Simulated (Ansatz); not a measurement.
# Ho (P6_3/mmc): lattice thermal conductivity, part 3 of 3

Aim: the lattice thermal conductivity of Ho against temperature, and which phonons carry it.

Ansatz 0.2.0; DFT PBE, scalar-relativistic, plane waves, norm-conserving pseudopotentials, 4f in core.

So far, highest frequency (cm⁻¹): step 6 (a first look at the harmonic spectrum) 114. The relaxed cell has a = 3.588, c = 5.567 Å (conventional setting).

### Step 7. Anharmonic force constants and conductivity

Pairs of atoms inside the cutoff are displaced in a supercell, the forces give the cubic constants, and these give the three-phonon rates of the Boltzmann equation.

Contents of input.yaml:

```yaml
crystal:
  lattice:
    - [3.5881644755, 0.0, 0.0]
    - [-1.7940822377, 3.1074415887, 0.0]
    - [0.0, 0.0, 5.5674638817]
  atoms:
    - { symbol: Ho, position: [0.3333333333, 0.6666666667, 0.25] }
    - { symbol: Ho, position: [0.6666666667, 0.3333333333, 0.75] }
kpoints:
  mp_grid: { grid: [12, 12, 8] }
hamiltonian:
  xc: pbe
  pseudopotentials:
    kind: nc
    azcp: { Ho: "pseudopotentials/pbe/nc/lanthanide_3plus/Ho.nc.azcp" }
scf:
  occupations: { method: methfessel_paxton, width: 0.2 }
  lower_state_search: "off"
output:
  eigenvalues: true
phonons:
  method: fd
  supercell: [3, 3, 2]
  temperatures: { t_max: 1000, t_step: 50 }
  qpath:
    path:
      - [[0.0, 0.0, 0.0], [0.5, 0.0, 0.0], [0.33333333, 0.33333333, 0.0], [0.0, 0.0, 0.0], [0.0, 0.0, 0.5], [0.5, 0.0, 0.5], [0.33333333, 0.33333333, 0.5], [0.0, 0.0, 0.5]]
      - [[0.5, 0.0, 0.5], [0.5, 0.0, 0.0]]
      - [[0.33333333, 0.33333333, 0.0], [0.33333333, 0.33333333, 0.5]]
    npoints: 10
  third_order: { supercell: [3, 3, 2], pair_cutoff: 3.738 }
  lattice_thermal_conductivity:
    qmesh: [19, 19, 11]
    temperatures: [50.0, 100.0, 150.0, 200.0, 300.0, 400.0, 500.0, 600.0, 800.0, 1000.0]
    isotope_mass_variance: [{ species: Ho, variance: 0.0 }]
  dielectric: false
```

Run with:

```
ansatz run input.yaml --threads 18 --pin off --max-ram 92160MiB --backend cuda --events-out ev --progress --plain --runs-dir out --max-vram 78GiB
```

Numbers of over 12 decimals in the logs are rounded to 6 here.

What it wrote:

```text
[...]
Crystal: 36 atoms, lattice volume = 1117.391 Å³
Basis set: ecut = 680.284656 eV, 45011 PW (Γ), exchange–correlation on 192×192×192 points (8 copies of the dense FFT grid, shifted against one another)
Bands: 270, of which v1, the nominal top of the filled ones, is band 198 counted from 1 (197 counted from 0)
Symmetry: 432 space group operations
k-points: 12 of 64
[...]
SCF iter   1: F=—  HF=-43249.690847 eV  |F-HF|=—  |Δ(HF+E_count)|=         —  Δρ=2.79e-8  dr2=6.41e-12  ethr=1.00e-12  ⟨swp⟩=3.0  Hψ=8084  notcnv=0
[...]
SCF iter   2: F=-43249.690847 eV  HF=-43249.690847 eV  |F-HF|=0.00e0  |Δ(HF+E_count)|=  7.28e-12  S|Δr|=    0.00e0  Δρ=1.64e-8  dr2=2.61e-12  ethr=1.00e-12  ⟨swp⟩=3.0  Hψ=7214  notcnv=0
SCF 1 converged in 2 iterations: F = -43249.690847 eV  dr2 = 2.61e-12
[...]
Symmetry: 1 space group operations
k-points: 36 of 64 (time reversal used)
[...]
SCF iter   9: F=-43249.690835 eV  HF=-43249.690835 eV  |F-HF|=7.28e-12  |Δ(HF+E_count)|=  7.28e-12  S|Δr|=    0.00e0  Δρ=5.44e-9  dr2=1.90e-12  ethr=1.00e-12  ⟨swp⟩=7.1  Hψ=42681  notcnv=0
SCF 2 converged in 9 iterations: F = -43249.690835 eV  dr2 = 1.90e-12
[...]
SCF iter   3: F=-43249.690847 eV  HF=-43249.690847 eV  |F-HF|=1.46e-11  |Δ(HF+E_count)|=  2.91e-10  S|Δr|=    0.00e0  Δρ=2.05e-7  dr2=7.51e-11  ethr=1.00e-12  ⟨swp⟩=2.0  Hψ=7395  notcnv=0
SCF 3 converged in 3 iterations: F = -43249.690847 eV  dr2 = 7.51e-11
concurrent solve slots: 15 of 18 are kept, ahead of what memory takes: no pass of the eigensolver takes more rounds on 15
[...]
SCF iter   4: F=—  HF=-43249.689146 eV  |F-HF|=—  |Δ(HF+E_count)|=   2.31e-3  S|Δr|=    0.00e0  Δρ=1.23e-5  dr2=2.26e-6  ethr=1.46e-8  ⟨swp⟩=3.3  Hψ=15820  notcnv=0  defer=21
[...]
SCF 4 converged in 8 iterations: F = -43249.689146 eV  dr2 = 2.70e-10
[...]
--- Phonons: 1 displaced member + reference (amplitude 0.0025 Å, Σ member SCF iterations 9) ---
  symmetry images taken by strict's conditions (phonons.symmetry_images: auto; settled by no image being taken that strict refuses)
  ASR residual: 2.512e-5 → 0.000e0 eV/Å²; symmetrization residual: 3.477e-5 eV/Å²
  largest component of a force at the reference: 9.4e-18 eV/Å
  ASR residual per site (eV/Å²): 2.51e-5 2.51e-5
  Γ frequencies (cm⁻¹): 0.00 0.00 0.00 69.22 69.22 113.65
[...]
--- Third-order force constants: 63 member SCFs in a 3×3×2 supercell (pair cutoff 3.738 Å, amplitude 0.03 Å, SCF threshold 1.00e-9 eV, Σ member SCF iterations 544) ---
[...]
sum-rule residual: 2.255e-1 → 4.697e-15 eV/Å³; symmetrization residual: 3.745e-3 eV/Å³; largest sum-rule correction relative to its orbit: 1.014e-1, on the orbit of the block of home site 0 with site 0 of cell (-1, -1, 0) and site 0 of cell (-1, -1, 0), whose norm before the correction was 3.492e0 eV/Å³
--- Lattice thermal conductivity: 19×19×11 mesh (240 irreducible points), tetrahedron method ---
  three-phonon and isotope scattering only; four-phonon, boundary and, in a metal, phonon-electron scattering are left out
  each conductivity is what the modes' populations carry and what the coherences between them add
  conductivity (a third of the tensor's trace), W/(m K), in the relaxation-time approximation and from the full solution:
       T (K)   relaxation time   full solution  iterations             ending  least Ritz value
       50.00           40.2573         47.3332          10          converged          4.643e-1
      100.00           22.5415         26.4201          10          converged          4.650e-1
      150.00           15.4334         18.0763          10          converged          4.651e-1
      200.00           11.6954         13.6935          10          converged          4.651e-1
      300.00            7.8653          9.2053          10          converged          4.651e-1
      400.00            5.9249          6.9319          10          converged          4.651e-1
      500.00            4.7549          5.5613          10          converged          4.651e-1
      600.00            3.9733          4.6457          10          converged          4.651e-1
      800.00            2.9952          3.4998          10          converged          4.651e-1
     1000.00            2.4085          2.8122          10          converged          4.651e-1
```

Elapsed: 8 min, on 1 × NVIDIA GB200 with 18 threads of Arm Neoverse V2, shared host; peak memory 8.6 GiB; 86 min of CPU time.

Numbers from this step:

```yaml
kappa_at_300_k_relaxation_time: 7.865 W/m/K
kappa_at_300_k_full_solution: 9.207 W/m/K
dipole_term: none
mean_free_path_at_half_of_kappa: 28.9 nm
share_of_kappa_above_the_three_lowest_branches: 0.327
third_order_blocks: 170
periodic_aliases_dropped: 12
largest_relative_sum_rule_correction: 0.1014
displaced_cells_third_order: 63
```

No LO-TO term. The phonon branches at the labelled points (cm⁻¹):

```tsv
point	branch 1	branch 2	branch 3	branch 4	branch 5	branch 6
Γ	0	0	0	69	69	114
halfway	44	45	69	83	86	114
M	58	63	95	97	98	106
halfway	67	68	87	96	99	102
K	79	79	83	83	94	104
halfway	50	58	67	89	89	112
Γ	0	0	0	69	69	114
halfway	25	25	46	64	64	106
A	48	48	48	48	84	84
halfway	63	63	63	63	92	92
L	63	63	72	72	106	106
halfway	52	52	84	84	103	103
H	46	46	94	94	98	98
halfway	57	57	72	72	94	94
A	48	48	48	48	84	84
jump to L	63	63	72	72	106	106
halfway	57	60	84	88	102	108
M	58	63	95	97	98	106
jump to K	79	79	83	83	94	104
halfway	60	60	93	94	94	100
H	46	46	94	94	98	98
```

The phonon branches as a text plot (rows in cm⁻¹):

```
    112 |******          *******
    107 |      ***              *        ***            *****
    102 |         *******               *   **           **  **
     98 |      *****   **        *     *      *****        **  **
     93 |    *****  *****             *       ***  *       ******
     88 |    **   * * *  *        *          *      **    *  *
     83 |   * *    ***    *        ***           *    ** **
     79 |  ***       ***   *      *         *     *
     74 | **        * ***   *             **       *    **   *
     69 |*         *   * *   ***        **              *
     64 |       ***     *       **    *****         *   **  * *
     60 |   *  ***       **      *   *     *       ***  * ***
     55 |     **                    **      *    **  **  *
     50 |    *           ***      ***        *        **       *
     45 |  *                    * *           ***               *
     41 |   *             *
     36 |   *              **    *
     31 | **               *
     26 |                   *   *
     21 | *                 *  *
     17 |*                   *
     12 |*                   * *
      7 |
      2 |                     *
         Γ      M    K        Γ   A       L    H       A|L M|K  H
```

W/m/K. Kappa, by row:

```tsv
T (K)	RTA xx	RTA yy	RTA zz	full xx	full yy	full zz	coherence part xx	coherence part yy	coherence part zz	ending	iterations	least Ritz value
50	35.49	35.49	49.8	41.19	41.19	59.61	0.02016	0.02016	0.1387	converged	10	0.464
100	19.75	19.75	28.12	22.86	22.86	33.55	0.03365	0.03365	0.1246	converged	10	0.465
150	13.51	13.51	19.28	15.62	15.62	22.99	0.03687	0.03687	0.1112	converged	10	0.465
200	10.23	10.23	14.62	11.83	11.83	17.42	0.03834	0.03834	0.09997	converged	10	0.465
300	6.881	6.881	9.834	7.95	7.95	11.72	0.04017	0.04017	0.08478	converged	10	0.465
400	5.184	5.184	7.407	5.987	5.987	8.821	0.04135	0.04135	0.07666	converged	10	0.465
500	4.161	4.161	5.944	4.804	4.804	7.076	0.04215	0.04215	0.07254	converged	10	0.465
600	3.477	3.477	4.966	4.013	4.013	5.911	0.04276	0.04276	0.07065	converged	10	0.465
800	2.621	2.621	3.744	3.023	3.023	4.453	0.04376	0.04376	0.07014	converged	10	0.465
1000	2.107	2.107	3.012	2.429	2.429	3.579	0.04473	0.04473	0.07148	converged	10	0.465
```

The lattice thermal conductivity by temperature:

```tsv
temperature (K)	RTA xx (W/m/K)	RTA zz (W/m/K)	full xx (W/m/K)	full zz (W/m/K)
50	35.5	49.8	41.2	59.6
100	19.8	28.1	22.9	33.5
150	13.5	19.3	15.6	23.0
200	10.2	14.6	11.8	17.4
300	6.88	9.83	7.95	11.7
400	5.18	7.41	5.99	8.82
500	4.16	5.94	4.80	7.08
600	3.48	4.97	4.01	5.91
800	2.62	3.74	3.02	4.45
1000	2.11	3.01	2.43	3.58
```

Phonopy on the run's constants, 19x19x11 mesh, Gaussian sigma 2.0 cm⁻¹. The modes, Ho by wavenumber; read off at these points:

```tsv
wavenumber (cm⁻¹)	modes, Ho (1/cm⁻¹/cell)
-5.0	7.8e-6
0.0	1.5e-4
5.0	3.7e-5
10.0	7.8e-4
15.0	0.00172
20.0	0.00335
25.0	0.00401
30.0	0.00848
35.0	0.0117
40.0	0.0189
45.0	0.0354
50.0	0.0828
55.0	0.0912
55.9	0.0913
60.0	0.0854
65.0	0.0775
70.0	0.0744
75.0	0.0824
80.0	0.0937
81.0	0.0940
85.0	0.0852
90.0	0.0895
95.0	0.0945
99.2	0.108
100.0	0.107
105.0	0.0987
110.0	0.0410
115.0	0.0115
120.0	8.0e-5
125.0	0
```

Distinct triplets, nearest first. Third order norms, by row:

```tsv
sites	side 1 (Å)	side 2 (Å)	side 3 (Å)	norm of the 27 components (eV/Å³)
Ho-Ho-Ho	0	0	0	4.001
Ho-Ho-Ho	0	3.47	3.47	3.634
Ho-Ho-Ho	3.47	3.47	3.59	0.419
Ho-Ho-Ho	0	3.59	3.59	3.485
Ho-Ho-Ho	3.59	3.59	3.59	0.417
Ho-Ho-Ho	3.59	3.59	3.59	0.473
```

RTA, 300 K. Kappa by branch, by row:

```tsv
branch (by rank)	mean frequency (THz)	mean rms speed (km/s)	median lifetime (ps)	share of kappa
1	1.53	0.93	6.29	0.098
2	1.74	1.17	13.8	0.221
3	2.24	1.2	22.6	0.354
4	2.5	0.88	19.8	0.177
5	2.75	0.81	7.63	0.133
6	3.13	0.56	2.58	0.018
```

Spectral kappa at 300 K against frequency; read off at these points; values in W/m/K/THz:

```tsv
frequency (THz)	relaxation time (W/m/K/THz)	full solution (W/m/K/THz)
0.05	0	0
0.15	0	0
0.25	0.311	0.313
0.45	1.10	1.05
0.55	0.629	0.642
0.65	1.46	1.51
0.75	0.300	0.285
0.85	0.686	0.714
0.95	0.793	0.889
1.15	0.533	0.741
1.25	0.798	1.21
1.35	0.931	1.38
1.45	0.813	1.21
1.55	1.69	2.31
1.65	2.63	3.43
1.85	5.50	6.32
1.95	6.34	7.18
2.05	6.93	7.88
2.15	7.89	8.79
2.25	7.25	7.95
2.35	7.49	8.43
2.55	4.65	5.22
2.65	3.09	3.84
2.75	2.06	2.77
2.85	0.76	1.14
2.95	0.575	1.01
3.05	0.188	0.225
3.25	0.0931	0.265
3.35	0.0213	0.0440
3.45	2.8e-4	-0.00270
```

Relaxation-time solution. The share of κ carried by shorter paths by mean free path:

```tsv
mean free path (nm)	50 K	300 K	1000 K
0.316	0	0	0.001
0.464	0	0	0.003
0.681	0	0	0.006
1	0	0.001	0.013
2.15	0	0.006	0.054
3.16	0	0.011	0.103
4.64	0	0.023	0.189
6.81	0.001	0.046	0.332
10	0.002	0.092	0.624
14.7	0.004	0.172	0.807
21.5	0.008	0.315	0.898
46.4	0.038	0.793	0.985
68.1	0.08	0.887	0.985
100	0.17	0.95	1
147	0.314	0.982	1
215	0.558	0.985	1
316	0.759	1	1
464	0.869	1	1
1000	0.943	1	1
1470	0.974	1	1
2150	0.983	1	1
3160	1	1	1
```

300 K; a sample spread over frequency. Mode lifetimes, by row, the first 40 of 90 rows:

```tsv
q1	q2	q3	branch	frequency (THz)	rms speed (km/s)	three-phonon rate (1/ps)	isotope rate (1/ps)	lifetime (ps)	mean free path (nm)
0	0	0.0909	1	0.281	1.71	0.00703	0	142	244
0	0.1053	0	2	0.658	1.81	0.0503	0	19.9	35.9
0	0.0526	0.2727	2	0.911	1.72	0.0935	0	10.7	18.4
0	0.1053	0.0909	3	1.056	2.68	0.0841	0	11.9	31.8
0	0.2105	0	1	1.167	1.39	0.116	0	8.61	12
0.1053	0.1579	0	1	1.252	1.34	0.133	0	7.51	10
0.0526	0.1053	0.3636	1	1.35	1.5	0.199	0	5.03	7.53
0.0526	0.1053	0.3636	2	1.387	1.48	0.24	0	4.17	6.18
0.3158	0.3158	0.4545	2	1.435	0.68	0.239	0	4.19	2.86
0.2105	0.2105	0.2727	1	1.457	0.41	0.273	0	3.67	1.52
0.2632	0.3684	0.4545	2	1.476	0.94	0.219	0	4.57	4.28
0	0.1053	0.4545	2	1.509	1.53	0.211	0	4.74	7.23
0	0	0.4545	4	1.535	1.23	0.136	0	7.35	9.05
0	0.3158	0.0909	2	1.549	0.93	0.117	0	8.53	7.95
0.1579	0.2632	0.4545	1	1.577	1.02	0.212	0	4.72	4.84
0.0526	0.1579	0	3	1.609	2.2	0.126	0	7.94	17.4
0.2105	0.2632	0.1818	1	1.632	1.13	0.173	0	5.78	6.53
0.2105	0.2632	0.4545	2	1.655	1.26	0.201	0	4.98	6.29
0.1053	0.2105	0.4545	1	1.672	1.16	0.266	0	3.76	4.37
0.2632	0.3158	0.3636	2	1.687	1.48	0.177	0	5.65	8.39
0.0526	0.3158	0.1818	2	1.719	1.05	0.0651	0	15.4	16.2
0.0526	0.2632	0.4545	1	1.74	1.3	0.257	0	3.9	5.08
0	0.0526	0.3636	4	1.762	1.11	0.099	0	10.1	11.3
0	0.4211	0.0909	2	1.789	0.59	0.0794	0	12.6	7.45
0.0526	0.0526	0.3636	3	1.801	1.12	0.0869	0	11.5	12.9
0.1579	0.2105	0	2	1.834	1.44	0.022	0	45.4	65.3
0.0526	0.1579	0.4545	3	1.864	1.15	0.0697	0	14.4	16.5
0.1579	0.2105	0.2727	2	1.885	0.88	0.0324	0	30.8	27.2
0.3158	0.3158	0.1818	1	1.906	1.61	0.0934	0	10.7	17.3
0	0.4737	0.3636	2	1.93	0.74	0.0418	0	23.9	17.8
0.1579	0.3158	0	2	1.965	1.13	0.0305	0	32.8	37
0.1579	0.2632	0.1818	2	1.987	1.04	0.0244	0	41	42.8
0	0.1053	0.2727	5	2.011	1.06	0.0675	0	14.8	15.6
0.0526	0.2105	0.4545	4	2.028	1.24	0.043	0	23.2	28.9
0.2632	0.3684	0.0909	1	2.058	1.57	0.0471	0	21.2	33.2
0.0526	0.1579	0.3636	4	2.091	1.23	0.0392	0	25.5	31.4
0.2105	0.2632	0.1818	2	2.123	0.68	0.0261	0	38.3	25.9
0	0.1579	0.3636	5	2.143	1.96	0.0317	0	31.6	61.7
0.0526	0.1579	0.2727	4	2.168	1.12	0.0409	0	24.4	27.5
0.1053	0.3684	0.3636	3	2.191	0.79	0.0385	0	26	20.5
```

Without the LO-TO term. Gamma linewidths, by row:

```tsv
branch	frequency (cm⁻¹)	three-phonon rate (1/ps)	isotope rate (1/ps)	FWHM (cm⁻¹)
4	69.2	0.0732	0	0.389
5	69.2	0.0732	0	0.389
6	113.7	0.544	0	2.89
```

W/m/K, third of the trace; RTA populations with a boundary rate v/L added to each mode (Matthiessen's rule). Kappa by grain size, by row:

```tsv
T (K)	bulk	10 nm	30 nm	100 nm	300 nm	1000 nm	10000 nm	100000 nm
100	22.48	2.818	6.271	11.9	16.85	20.24	22.21	22.45
300	7.81	2.232	4.022	5.914	6.995	7.533	7.781	7.807
600	3.921	1.672	2.603	3.353	3.699	3.85	3.914	3.92
```

At 300 K the relaxation-time value is 7.87 W/(m K).

### Step 8. What came out

```json
{"highest frequency": "114.4 cm⁻¹", "Debye temperature from the second moment": "149 K", "κ at 300 K (relaxation time)": "7.865 W/m/K", "κ at 300 K (full solution)": "9.207 W/m/K", "mean free path at half of κ": "28.9 nm", "share of κ above the three lowest branches": "0.327"}
```

**Reading.** The lattice of Ho conducts 9.21 W/(m K) at 300 K by PBE (mean over directions, full solution). The full solution lies +17 % from the relaxation-time value at 300 K, a sign that momentum-conserving scattering matters. Above 300 K the relaxation-time κ falls as T^-0.98, near the 1/T law of three-phonon scattering. The tensor is anisotropic, with a ratio of 1.5 between its largest and smallest diagonal entries. Grains of 100 nm would keep 76 % of the bulk value at 300 K, and grains of 1 µm 96 %. This is a metal: electrons carry heat too and also scatter phonons, and neither is in this figure, so it is the lattice part alone, without the scattering by electrons that would lower it. The sum rules changed one orbit of cubic constants by up to 10 %; by the manual a large change points to a short cutoff or, on a small and distant orbit, to noisy forces. Below 100 K the values hang on the q-mesh and, in a real crystal, on its size. The conductivities include the coherence part between close branches; the shares for grains, isotopes, branches and paths are of the relaxation-time populations alone. Cubic couplings among atoms farther apart than the pair cutoff are dropped, and neither the cutoff nor the q-mesh was shown to be converged here. The 4f electrons are frozen in the core as for a trivalent ion, so valence changes and magnetic order are left out.

[Logs are printed without paths, hosts, clocks, repeated set-up lines and the standing remarks that a program may print on its own settings, such as how far it seeks lower states.]

[Hosts, paths, dates, database ids (printed as entryN), source tags and the programs' standing remarks are cut or masked in the printed files.]

[A step with changed settings may run another functional than the one named; its input shows which.]
